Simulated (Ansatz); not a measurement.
# Dielectric function and optical constants of KTaO3

Wanted: where KTaO3 starts to absorb, how strongly, and its refractive index.

Program: Ansatz 0.2.0. Level of theory: DFT, PBE, plane-wave PAW, default files, scalar-relativistic, independent-particle optical response without local fields. Results are calculated unless marked as measured.

**1. Starting point**

It takes space group Pm-3m (No. 221, cubic). Conventional cell: a = 3.988 Å, b = 3.988 Å, c = 3.988 Å, α = 90.00°, β = 90.00°, γ = 90.00°. Ta has 6 O at 1.99 Å nearest. K has 12 O at 2.82 Å nearest. Nearest to O lie 2 Ta at 1.99 Å and 4 K at 2.82 Å. Farther neighbours and most contacts between anions are not listed.

Structure file:

```cif
data_structure
_symmetry_space_group_name_H-M 'Pm-3m'
_symmetry_Int_Tables_number 221
_cell_length_a 3.9883
_cell_length_b 3.9883
_cell_length_c 3.9883
_cell_angle_alpha 90.000
_cell_angle_beta 90.000
_cell_angle_gamma 90.000
_cell_volume 63.44
loop_
_atom_site_label
_atom_site_type_symbol
_atom_site_symmetry_multiplicity
_atom_site_Wyckoff_symbol
_atom_site_fract_x
_atom_site_fract_y
_atom_site_fract_z
_atom_site_occupancy
Ta1 Ta 1 a 0.00000 0.00000 0.00000 1
K1 K 1 b 0.50000 0.50000 0.50000 1
O1 O 3 d 0.00000 0.00000 0.50000 1
```

**2. Ground state and bands**

The self-consistent density comes first; it also tells whether there is a gap, which decides the occupations and the need for a Drude term.

This step: DFT, PBE, plane-wave PAW, default files, scalar-relativistic, ground state (Ansatz 0.2.0).

Input file input.yaml:

```yaml
crystal:
  lattice:
    - [3.9883, 0.0, 0.0]
    - [0.0, 3.9883, 0.0]
    - [0.0, 0.0, 3.9883]
  atoms:
    - { symbol: Ta, position: [0.0, 0.0, 0.0] }
    - { symbol: K, position: [0.5, 0.5, 0.5] }
    - { symbol: O, position: [0.0, 0.0, 0.5] }
    - { symbol: O, position: [0.0, 0.5, 0.0] }
    - { symbol: O, position: [0.5, 0.0, 0.0] }
kpoints:
  mp_grid: { grid: [6, 6, 6] }
  band_path:
    path:
      - [[0.0, 0.0, 0.0], [0.0, 0.5, 0.0], [0.5, 0.5, 0.0], [0.0, 0.0, 0.0], [0.5, 0.5, 0.5], [0.0, 0.5, 0.0]]
      - [[0.5, 0.5, 0.0], [0.5, 0.5, 0.5]]
    npoints: 10
scf:
  occupations: { method: fermi_dirac, width: 0.05 }
  n_extra_bands: 9
hamiltonian:
  xc: pbe
  pseudopotentials: { kind: paw }
output:
  forces: true
  stress: true
  populations: true
  write_bands: true
  write_density: true
  write_potential: true
  elf: true
  volumetric_format: npy
```

Run with:

```console
ansatz run input.yaml --threads 4 --pin off --max-ram 8192MiB --backend cpu --events-out ev --progress --plain --runs-dir out
```

Numbers of over 12 decimals in the logs are rounded to 6 here.

The program printed:

```text
scf.n_extra_bands = 9 over 20 filled bands (N_el = 40.0): the run solves 29 bands
Engine: ansatz 0.2.0, x86_64-unknown-linux-gnu
Pseudopotentials: kind: paw
Pseudopotential: Ta, paw, valence charge 13, recommended cutoff 420 eV (normal), Ta.paw.azcp
Pseudopotential: K, paw, valence charge 9, recommended cutoff 420 eV (normal), K.paw.azcp
Pseudopotential: O, paw, valence charge 6, recommended cutoff 420 eV (normal), O.paw.azcp
Functional definition: PBE
  parameter kappa = 0.804
  parameter beta = 0.066725
  exchange = pbe_x(kappa = kappa, mu = beta*pi^2/3)
  correlation = pbe_c(beta = beta)
Crystal: 5 atoms, lattice volume = 63.440 Å³
Basis set: ecut = 420 eV, 1237 PW (Γ), exchange–correlation on 54×54×54 points (8 copies of the dense FFT grid, shifted against one another)
Bands: 29, of which v1, the nominal top of the filled ones, is band 20 counted from 1 (19 counted from 0)
Symmetry: 48 space group operations
Space group: Pm-3m (ITA 221), of the structure as read, at distance tolerance 4.0e-5 Å
k-points: 20 of 216
Non-local potential: Ta, projectors of the file, l = 0: 3, l = 1: 2, l = 2: 2, l = 3: 1
Non-local potential: K, projectors of the file, l = 0: 3, l = 1: 2, l = 2: 2
Non-local potential: O, projectors of the file, l = 0: 2, l = 1: 2, l = 2: 1
PAW form: soft (Blöchl's): semilocal exchange-correlation on the pseudo side does not see the compensation charge
PAW one-centre angular grid: Ta, 590 points (default); XC on 64 Gauss nodes
PAW one-centre angular grid: K, 110 points (default); XC on 64 Gauss nodes
PAW one-centre angular grid: O, 110 points (default); XC on 64 Gauss nodes
Initial density: superposition of atomic densities (neutral atoms: chi_scale 0, normalization atom), corrected by the library's trained network
Initial wavefunctions: pseudopotential atomic-orbital guess
Functional: x = pbe(κ = 0.804, μ = 0.219515), c = pbe(β = 0.066725)
SCF iter   1: F=—  HF=-13178.200376 eV  |F-HF|=—  |Δ(HF+E_count)|=         —  Δρ=9.73e-4  dr2=1.79e-4  ethr=1.77e-3  ⟨swp⟩=5.8  Hψ=2794  notcnv=0  defer=9
preconditioner: auto → Resta (q_TF=auto, 2.526 Å⁻¹)  ε∞=3.9  [insulator: Δε(μ)=2.213 eV  Ē_g=15.053 eV  σ=0.050 eV  W_gap=1.00  n_scr=18 (ndim 8)  ℏωp=25.5 eV  f_vac=0.012  D(μ)=0.00/eV (n_scr^D=0)  ε∞_Penn≈3.9]
SCF iter   2: F=—  HF=-13178.200924 eV  |F-HF|=—  |Δ(HF+E_count)|=   5.48e-4  Δρ=4.83e-4  dr2=3.22e-5  ethr=4.47e-7  ⟨swp⟩=2.0  Hψ=1140  notcnv=0  defer=25
SCF iter   3: F=—  HF=-13178.199981 eV  |F-HF|=—  |Δ(HF+E_count)|=   9.42e-4  Δρ=2.34e-4  dr2=8.90e-6  ethr=8.04e-8  ⟨swp⟩=2.0  Hψ=893  notcnv=0  defer=25
SCF iter   4: F=—  HF=-13178.200022 eV  |F-HF|=—  |Δ(HF+E_count)|=   4.10e-5  Δρ=3.07e-5  dr2=4.67e-7  ethr=2.23e-8  ⟨swp⟩=2.0  Hψ=875  notcnv=0  defer=25
iter 5 did not close the SCF: its close was put off for the readings that it lacked (scf_convergence_deferred on its scf_iter line)
SCF iter   5: F=-13178.200023 eV  HF=-13178.200023 eV  |F-HF|=2.13e-8  |Δ(HF+E_count)|=   1.72e-7  Δρ=6.72e-6  dr2=2.32e-8  ethr=1.17e-9  ⟨swp⟩=2.0  Hψ=704  notcnv=0  defer=25
SCF iter   6: F=-13178.200023 eV  HF=-13178.200023 eV  |F-HF|=2.31e-10  |Δ(HF+E_count)|=   2.65e-8  Δρ=1.17e-6  dr2=1.10e-9  ethr=5.79e-11  ⟨swp⟩=9.7  Hψ=3697  notcnv=0
SCF 1 converged in 6 iterations: F = -13178.200023 eV  dr2 = 1.10e-9
  greatest PAW one-centre occupation: 0.999 electrons in one spin orbital (limit 2), on the Ta atom at site 0 (counted from 0), in its partial waves of l = 0
NSCF: frozen V_eff on 62 k-points
SCF converged after 6 iterations
Free energy (F): -13178.200023 eV
Harris-Foulkes:  -13178.200023 eV  (|F-HF|=2.31e-10)
Internal energy: -13178.200023 eV  (E = F + TS)
E sigma→0 (E₀):  -13178.200023 eV
Fermi energy:    9.918133 eV
--- Per-component energies (eV) ---
  E_band       = -251.878733
  E_kinetic    = 1146.680850
  E_local      = -2222.882001  (includes V_loc(G=0)·N_el)
  E_nonlocal   = 170.583130
  E_hartree    = 778.071091
  E_xc         = -576.217182
  E_vxc        = -653.017995  (∫ρ·V_xc dr)
  E_paw        = -9653.105955  (= ΣΔE_a)
  E_vpaw       = -249.392921  (= ΣTr[D̂ρ^β])
  E_aug_tail   = 0.007427  (compensation charges beyond the density's cutoff)
  E_ewald      = -2821.337382
  E_smearing   = -0.000000  (= −TS)
  E_closure    = -0.000000  (closes the sum)
  Σ components = -13178.200023   (vs F -13178.200023, Δ=0.00e0)
--- Forces (eV/Å), atoms counted from 1 ---
  atom   1  Ta    -0.00000000     0.00000000     0.00000000
  atom   2  K      0.00000000     0.00000000    -0.00000000
  atom   3  O      0.00000000     0.00000000    -0.00000000
  atom   4  O      0.00000000     0.00000000     0.00000000
  atom   5  O      0.00000000    -0.00000000     0.00000000
  max |Σ_I F_I| component: 3.19e-29 eV/Å
--- Stress (GPa, compression-positive) ---
        5.407044       0.000000       0.000000
       -0.000000       5.407044       0.000000
        0.000000       0.000000       5.407044
  P = ⅓ Tr σ = 5.4070 GPa (54.070 kbar)
--- Band table (eV; the first three rows and the last of 20) ---
  k-point 0: bands = [... 16 lower, 7.7385, 8.1786, 8.1786, 8.1786, 11.0111, 11.0111, 11.0111, 15.4256, ... 5 higher]
  k-point 1: bands = [... 16 lower, 7.5084, 7.6175, 8.0666, 8.0666, 11.0493, 11.8004, 11.8004, 15.6211, ... 5 higher]
  k-point 2: bands = [... 16 lower, 6.8754, 7.3920, 7.9846, 7.9846, 11.1282, 13.1644, 13.1644, 15.6399, ... 5 higher]
  k-point 19: bands = [... 16 lower, 4.8997, 8.7894, 8.7894, 8.7894, 15.3003, 15.3003, 15.3003, 17.7023, ... 5 higher]
--- Löwdin populations: 5 sites ---
  site symbol       q [e]
     0     Ta     11.3334
     1      K      8.2037
     2      O      6.7566
     3      O      6.7566
     4      O      6.7566
  spilling = 0.004827 (of n_electrons = 40.000000)
```

The job ended after 1 s (4 threads of Intel Xeon Platinum 8488C (Sapphire Rapids), shared host; peak memory 0.43 GiB).

The column dr2 measures how far the density is from self-consistency, as an energy; F and HF (Harris–Foulkes) agree once it is small.

Numbers from this step:

| Property | Result |
| --- | --- |
| free energy | -13178.2000 eV |
| Fermi energy | 9.918 eV |
| gap by band count | 2.222 eV |
| electrons | 40 |
| symmetry operations | 48 |
| pressure | 5.407 GPa |
| gap on the k-mesh | 2.222 eV |
| volume | 63.44 Å³ |
| gap on the path | 2.222 eV |
| least direct gap on the path | 2.833 eV |

There is a gap, 2.22 eV on the path, so no carriers' term is needed. The cell is left with a pressure of 5.4 GPa, as it stands unrelaxed at this level.

The electronic bands at the labelled points (eV, zero at the Fermi level; v1 is the highest filled band, c1 the lowest empty one):

```csv
point,v4,v3,v2,v1,c1,c2,c3,c4
Γ,-2.18,-1.74,-1.74,-1.74,1.09,1.09,1.09,5.51
halfway,-2.79,-2.42,-1.90,-1.90,1.17,2.58,2.58,5.71
X,-3.25,-2.63,-1.96,-1.96,1.25,3.92,3.92,5.73
halfway,-2.74,-2.53,-2.51,-1.66,2.67,3.94,4.44,6.46
M,-2.76,-2.55,-2.55,-1.17,3.96,3.96,5.25,6.59
halfway,-2.67,-2.43,-2.38,-1.79,2.55,2.70,3.37,6.28
Γ,-2.18,-1.74,-1.74,-1.74,1.09,1.09,1.09,5.51
halfway,-4.12,-1.95,-1.95,-1.68,3.35,3.48,3.48,7.80
R,-5.02,-1.13,-1.13,-1.13,5.38,5.38,5.38,7.78
halfway,-4.09,-1.93,-1.79,-1.56,3.50,4.43,4.54,8.47
X,-3.25,-2.63,-1.96,-1.96,1.25,3.92,3.92,5.73
jump to M,-2.76,-2.55,-2.55,-1.17,3.96,3.96,5.25,6.59
halfway,-4.63,-1.68,-1.68,-1.15,4.53,4.53,5.32,7.97
R,-5.02,-1.13,-1.13,-1.13,5.38,5.38,5.38,7.78
```

Electrostatic potential energy in the ac plane at fractional y = 0.000, with atoms of Ta and O within 0.2 Å of it. With pseudopotentials it is smooth inside the atoms' cores, unlike the true potential.

Ten even steps from '0' (-61 eV) to '9' (14 eV), each cell a mean:
```
00368643478620
13578865688742
56789999999876
78899999999988
67999999999987
34899999999964
13799999999953
34799999999964
56999999999986
78999999999988
66789999999876
34679977898753
01468643478630
00367531367510
```
Atoms in or near the plane, at fractional coordinates: Ta at (0.00, 0.00), O at (0.00, 0.50), O at (0.50, 0.00).

Valence density in the ac plane at fractional y = 0.000, with atoms of Ta and O within 0.2 Å of it. It is the smooth field of the valence electrons, not physical close to the nuclei.

Ten even steps from '_' (0.0 e/Å³) to '@' (7.2 e/Å³), each cell a mean:
```
++++--....--**%%++::....==**
++==::____..----::..__..::==
::..____________________....
..________________________..
::::____________________..::
##++..__________________::++
@@##::__________________--%%
%%++::__________________--**
==::..__________________..--
....______________________..
....______________________..
==--..____..::::..______::--
**++--....::++##++::__..==++
==**==....==%%@@##::..::++++
```
Atoms in or near the plane, at fractional coordinates: Ta at (0.00, 0.00), O at (0.00, 0.50), O at (0.50, 0.00).

(Continued in part 2 of 2.)

[Logs are printed without paths, hosts, clocks, repeated set-up lines and the standing remarks that a program may print on its own settings, such as how far it seeks lower states.]

[Hosts, paths, dates, database ids (printed as entryN), source tags and the programs' standing remarks are cut or masked in the printed files.]
